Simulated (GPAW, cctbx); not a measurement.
# How far are the atoms of Na2Tl2ZnTe4 from free atoms?

Question: by how much does bonding change the X-ray structure factors of Na2Tl2ZnTe4, and what does a routine refinement make of it?

The start was made by putting kin elements into a known structure type; the compound need not exist, or be stable, in this form. All numbers below are calculated.

## Step 1: Relax the structure

The density hangs on the geometry, so cell and atoms are relaxed first, with the symmetry held. The cutoff is set higher than for the density because stress converges slowly with plane waves.

Settings: GPAW 26.7.0, PBE, 570 eV, 3×3×3 k-points, Fermi–Dirac width 0.1 eV, BFGS to 0.03 eV/Å.

```text
cell
1.0
     6.184000000    0.000000000    3.871500000
    -6.184000000    0.000000000    3.871500000
     0.000000000   -6.197000000   -3.871500000
Tl Te Zn Na
2 4 1 2
Direct
0.004300000 0.504300000 0.500000000
0.504300000 0.004300000 0.500000000
0.088400000 0.088400000 0.657600000
0.430800000 0.430800000 0.342400000
0.559600000 0.922000000 0.000000000
0.922000000 0.559600000 0.000000000
0.996700000 0.996700000 0.000000000
0.280200000 0.509200000 0.000000000
0.509200000 0.280200000 0.000000000
```

```console
$ OMP_NUM_THREADS=1 mpirun -n 4 gpaw python run.py > gpaw.log
```

```text
BFGS:    0      -22.816257        1.669718
BFGS:    1      -22.957409        1.514483
BFGS:    2      -23.663604        1.143676
BFGS:    3      -24.077998        0.627602
...
BFGS:   32      -24.823244        0.070874
BFGS:   33      -24.826156        0.037955
BFGS:   34      -24.826938        0.023723
cell  7.8548 7.8548 6.5443  105.94 105.94 122.85
volume 277.737 A^3, largest force 0.021 eV/A, largest stress 0.09 GPa
```

The cell moved far, while the k-mesh and basis were chosen for the start, so the final shape may be somewhat biased.

After 34 steps the volume has changed by -6.4 % and the energy by -2.011 eV; the largest stress left is 0.09 GPa. It took 14 min on 4 cores of Arm Neoverse V2 (shared host), peak memory 2.2 GiB.

Relaxed structure: Fmm2 (no. 42), a = 10.7172 Å, b = 13.7963 Å, c = 7.5136 Å, α = 90.00°, β = 90.00°, γ = 90.00°.

```csv
atom,mult.,x,y,z
Tl1,8,1/4,3/4,0.0691
Te1,8,0.2851,0,0.6666
Te2,8,0,0.8331,0.7885
Zn1,4,0,0,0.9827
Na1,8,0,0.8831,0.3824
```

## Step 2: The all-electron density

X-rays see the whole electron density, so the PAW density is rebuilt with its core regions. Subtracting spherical free atoms from the same code cancels the cores and leaves the deformation density Δρ, the part due to bonding.

Settings: PBE, 450 eV, 4×4×4 k-points, Fermi–Dirac width 0.1 eV; primitive cell of 9 atoms.

```console
$ OMP_NUM_THREADS=1 mpirun -n 4 gpaw python run.py > gpaw.log
```

```text
|iter:   1|       0s |  -25.079512 | +0.22 |       |
|iter:   2|       3s |  -24.999697 | -0.65 | -1.37 |
|iter:   3|       6s |  -24.645001 | -1.17 | -1.41 |
...
|iter:  10|      27s |  -24.616409c| -6.33 | -4.25c|
|iter:  11|      30s |  -24.616408c| -7.04 | -4.93c|
|iter:  12|      32s |  -24.616407c| -7.61c| -5.34c|
```

```text
gpts.py:43: UserWarning: Initial realspace grid (35,35,40) inconsistent with symmetries.
gpts.py:43: UserWarning: Initial realspace grid (35,35,40) inconsistent with symmetries.
gpts.py:43: UserWarning: Initial realspace grid (35,35,40) inconsistent with symmetries.
gpts.py:43: UserWarning: Initial realspace grid (35,35,40) inconsistent with symmetries.
gpts.py:70: UserWarning: Using symmetrized grid: (40,40,40).
gpts.py:70: UserWarning: Using symmetrized grid: (40,40,40).
gpts.py:70: UserWarning: Using symmetrized grid: (40,40,40).
gpts.py:70: UserWarning: Using symmetrized grid: (40,40,40).
grid (80, 80, 80)  electrons 422.000  moved by bonding 1.290 e
deformation density beyond 0.5 A of the nuclei: max 0.067, min -0.066 e/A^3
atom        x       y       z   Voronoi charge  moment
Tl1    0.5691  0.0691  0.5000      0.149       0.00
Tl2    0.0691  0.5691  0.5000      0.149       0.00
Te3    0.9517  0.3815  0.0000     -0.173       0.00
Te4    0.3815  0.9517  0.0000     -0.173       0.00
Te5    0.9554  0.9554  0.3338     -0.198       0.00
Te6    0.6216  0.6216  0.6662     -0.198       0.00
Zn7    0.9827  0.9827  0.0000      0.135       0.00
Na8    0.4993  0.4993  0.2338      0.155       0.00
Na9    0.2655  0.2655  0.7662      0.155       0.00
mean inner potential of superposed free atoms 14.524 V
total magnetic moment 0.000 muB
```

Deformation density in a plane through the shortest contact of the Te atom at the origin, in 0.01 e/Å³ (clipped at ±99); x from -1.6 to 4.3 Å, y from 2.4 down to -2.4 Å:

```text
  0   0   0  -1  -1  -1  -1   0  -1  -1   0   1   2   2   2   2
  0   0   0   0   0   0   0  -1  -1  -1   0   1   2   1   1   1
  0   0   0   1   1   2   1   1   0   0   0   1   2   2   1   0
  0   0   0   1   1   2   2   2   1   0  -1   0   2   3   1   0
  0   0  -1  -1  -1  -1   1   3   2  -1  -4  -5  -3   1   1   0
 -1  -1   0  -1   .  -2  -1   5   4  -4  -4   .  -6  -4  -1   0
 -1   0   2   .   .   .  -3   5   5  -5   .   .   .  -5  -2  -1
  0   0   2   0   .  -2  -2   3   4  -4  -4   .  -4  -5  -2  -1
  0   0   1   2   0  -2  -2   1   1  -2  -5  -5  -4  -1  -1   0
  0   0   1   1   0  -1   0   0   0  -1  -1   0   1   2   1   0
  0   0   0   0   0   0   0   0   0   0   0   1   2   2   1   0
  0   0   0   0   0   0   0   0   0   0   0   0   1   1   1   1
  0  -1  -1  -1   0   0   0   0   0   0   0   0   0   1   2   2
```

Atoms in or within 0.15 Å of the plane: Te (0.0, 0.0), Zn (2.7, 0.0) Å. Dots mark points within about 0.45 Å of a nucleus; large values next to them are atomic features.

Te gains most (-0.19 e) and Na loses most (+0.15 e), in averages over each element's sites, as electronegativity suggests. Such charges fall far short of formal ones, since overlapping free atoms already put density on their neighbours. Along the shortest contact from the Te atom at the map's origin, Te–Zn at 2.69 Å, Δρ is +0.06 e/Å³ at the midpoint: a modest build-up. At the midpoints of other shortest contacts it is +0.03 (Te–Na, 3.06 Å), -0.01 (Na–Na, 3.23 Å) and +0.02 (Tl–Te, 3.35 Å) e/Å³. Point values carry grid noise of about 0.01 e/Å³. The run needed 12 iterations, 44 s.

## Step 3: From the density to structure factors

The Fourier components of Δρ, added to those of the free atoms, give the static X-ray structure factors; the Mott–Bethe relation turns them into the Fourier components V of the potential that fast electrons feel.

```text
static structure factors of the conventional cell: F in electrons, V (Mott-Bethe) in volts
   h  k  l      d  |F| table  |F| free   |F| DFT   change   |V| free  |V| DFT  change %
   0  2  0  6.8981   306.986   306.508   306.402   -0.107     1.101    1.121      1.9
   1  1  1  5.6189   181.144   181.229   181.408    0.179     1.127    1.105     -2.0
   2  0  0  5.3586   389.221   388.731   388.493   -0.238     1.362    1.390      2.1
   2  2  0  4.2318   191.389   190.954   188.968   -1.987     0.052    0.199    282.8
   0  0  2  3.7568   504.514   504.436   505.472    1.036     2.747    2.663     -3.1
   1  3  1  3.6834   394.719   394.960   396.195    1.235     2.899    2.831     -2.4
   0  4  0  3.4491   803.090   803.052   803.065    0.014     4.362    4.362     -0.0
   0  2  2  3.2992   303.865   303.703   304.059    0.356     1.402    1.358     -3.2
   3  1  1  3.1415   335.139   335.421   336.087    0.666     2.294    2.267     -1.2
   2  0  2  3.0761  1057.435  1057.513  1057.576    0.062     6.480    6.478     -0.0
   2  4  0  2.9002  1021.393  1021.543  1021.239   -0.305     6.065    6.075      0.2
   2  2  2  2.8094   800.973   800.844   800.408   -0.436     4.514    4.530      0.3
   4  0  0  2.6793  1282.346  1282.102  1281.460   -0.642     7.535    7.554      0.3
   3  3  1  2.6412   124.790   125.195   125.219    0.023     0.762    0.762     -0.1
```

The largest X-ray change is -1.99 e on 220, 1.0 % of |F|. For electrons V goes as (Z − F)/g², so a change of F counts against Z − F, which is small at low angle and wherever the atoms' terms cancel: |V| of 022 moves by -3.2 % (1.40 to 1.36 V) against +0.1 % in |F|. The last three rows still change by up to 0.64 e; the table stops while the angles are still low. The tabulated Hartree–Fock atoms differ from the free DFT atoms by up to 0.49 e, so the choice of reference atom matters too.

## Step 4: What a spherical-atom refinement makes of it

Routine crystallography fits spherical atoms. To see the bias, intensities are simulated from tabulated atoms plus the DFT change ΔF, so that bonding alone can misfit (12840 reflections of the full sphere, merged to the counts below, to 0.45 Å, 1.5 % proportional noise plus counting noise, assumed isotropic U as listed, Δρ smeared by the mean U) and refined with cctbx over different ranges.

| range | data | R1 | GooF | U Tl1 (true 0.0038) | U Te1 (true 0.0046) | U Te2 (true 0.0046) | U Zn1 (true 0.0056) | largest shift (Å) | Δρ max, min (e/Å³) |
| --- | --- | --- | --- | --- | --- | --- | --- | --- | --- |
| all data | 3394 | 0.0066 | 0.92 | 0.0038 | 0.0046 | 0.0046 | 0.0056 | 0.0008 | 0.56, -0.52 |
| low resolution, d > 0.84 | 545 | 0.0048 | 0.95 | 0.0038 | 0.0046 | 0.0046 | 0.0055 | 0.0009 | 0.20, -0.22 |
| high order, d < 0.75 | 2631 | 0.0075 | 0.91 | 0.0038 | 0.0046 | 0.0046 | 0.0056 | 0.0012 | 0.55, -0.49 |
| occupancies free, d > 0.7 | 929 | 0.0050 | 0.93 | 0.0038 | 0.0046 | 0.0045 | 0.0056 | 0.0008 | 0.27, -0.29 |

With all data GooF is 0.92, so at this noise the bonding hardly shows; the top residual peak lies 0.67 Å from Zn and 2.43 Å from Te. No U is off by more than 3 s.u. at low resolution. With Tl1 held at 1 and the scale free, the other occupancies refine to Te1 1.000(0.001), Te2 1.000(0.001), Zn1 1.000(0.003) and Na1 1.000(0.006), within three s.u. of full.

## Step 5: Answer

Bonding moves 1.29 e in the primitive cell of Na2Tl2ZnTe4 and changes the structure factors of the conventional cell in the table above by at most 1.99 e (220, 1.0 %). The shortest bond, Te–Zn, has Δρ = +0.06 e/Å³ at its midpoint. With all data GooF is 0.92, so at this noise the bonding hardly shows. Limits: static density, frozen cores, no spin–orbit coupling.

[Outputs are excerpts: Python notices, other lines and further rows are left out; steps that failed or that the build refused (PBEsol, TPSS) are not shown.]

[Logs are printed without paths, hosts, clocks, repeated set-up lines and the standing remarks that a program may print on its own settings, such as how far it seeks lower states.]
